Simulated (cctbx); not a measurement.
**What is wrong with this refinement?**

Cell a = 4.6660 Å, b = 4.6660 Å, c = 10.9340 Å, α = 90.00°, β = 90.00°, γ = 90.00°; space group I4/mmm (no. 139). The compound is PrSn2Mo2.

Simulated single-crystal data (cctbx): synchrotron X-rays, λ = 0.6889 Å, to d = 0.65 Å, 80 % of the full sphere, strongest reflection 5000 counts, noise from counting, a 4 % proportional error and a noise floor of 15 counts (s.d.); no absorption.

An isotropic refinement with weights 1/σ² prints:

```text
Rint 0.069, 162 unique reflections to 0.65 A
cycle     R1     wR2    GooF  max shift (A)
   1  0.7195  0.9439  25.555   0.11209
  12  0.0338  0.1011   2.737   0.00101
final R1 0.0338 wR2 0.1013 GooF 2.742  parameters 7  data/parameter 23.1
atom        x        y        z      Ueq    occ   su(xyz)  su(Uiso or U11)
Pr1    0.00000  0.00000  0.00000   0.0113  1.000  0.00000  0.0005
Sn1    0.50000  0.50000  0.12733   0.0130  1.000  0.00021  0.0005
Mo1    0.50000  0.00000  0.25000   0.0158  1.000  0.00000  0.0006
Mo2    0.27529  0.00000  0.12320   0.6791  1.000  0.00708  0.0452
difference map: max 4.40 min -4.28 rms 0.97
Q1    0.0000  0.0000  0.4082    4    4.55  0.39 A from Sn1
Q2    0.0000  0.0000  0.0000    2    3.64  0.00 A from Pr1
Q3    0.0000  0.2390  0.3387   16    3.25  1.18 A from Sn1
Q4    0.0914  0.0914  0.3965   16    3.18  0.66 A from Sn1
Q5    0.0000  0.0000  0.2774    4    3.12  1.04 A from Sn1
Q6    0.0000  0.5000  0.0000    4    2.27  1.71 A from Mo2
```

**Question.** Can this result stand? If not, what is the likely fault?

Mend it. The fault: spurious atom: Mo2. Against the right model at the same level, R1 goes from 0.0205 to 0.0338 and GooF from 1.08 to 2.74 and Mo2 takes U = 0.68 Å². A site with no density behind it hides by a very large U or drifts.

The compound is PrSn2Mo2. The right model at the same level gives:

```text
Rint 0.069, 162 unique reflections to 0.65 A
cycle     R1     wR2    GooF  max shift (A)
   1  0.1443  0.3046   8.168   0.07325
   2  0.0205  0.0402   1.079   0.00000
final R1 0.0205 wR2 0.0402 GooF 1.079  parameters 4  data/parameter 40.5
atom        x        y        z      Ueq    occ   su(xyz)  su(Uiso or U11)
Pr1    0.00000  0.00000  0.00000   0.0113  1.000  0.00000  0.0002
Sn1    0.50000  0.50000  0.12730   0.0130  1.000  0.00008  0.0002
Mo1    0.50000  0.00000  0.25000   0.0157  1.000  0.00000  0.0002
difference map: max 3.78 min -3.92 rms 0.66
Q1    0.0000  0.0000  0.0000    2    3.78  0.00 A from Pr1
Q2    0.0000  0.5000  0.0000    4    2.89  2.33 A from Pr1
Q3    0.0000  0.0000  0.1410    4    2.67  1.54 A from Pr1
Q4    0.0000  0.0000  0.4125    4    2.52  0.44 A from Sn1
Q5    0.0000  0.0000  0.2752    4    2.48  1.07 A from Sn1
Q6    0.1166  0.2612  0.0906   32    2.10  1.66 A from Pr1
```

The model was made for the exercise: a known structure type with other elements put in, its volume estimated, not relaxed; displacement parameters are assumed.

[Middle refinement cycles are left out of these outputs.]

[Logs are printed without paths, hosts, clocks, repeated set-up lines and the standing remarks that a program may print on its own settings, such as how far it seeks lower states.]
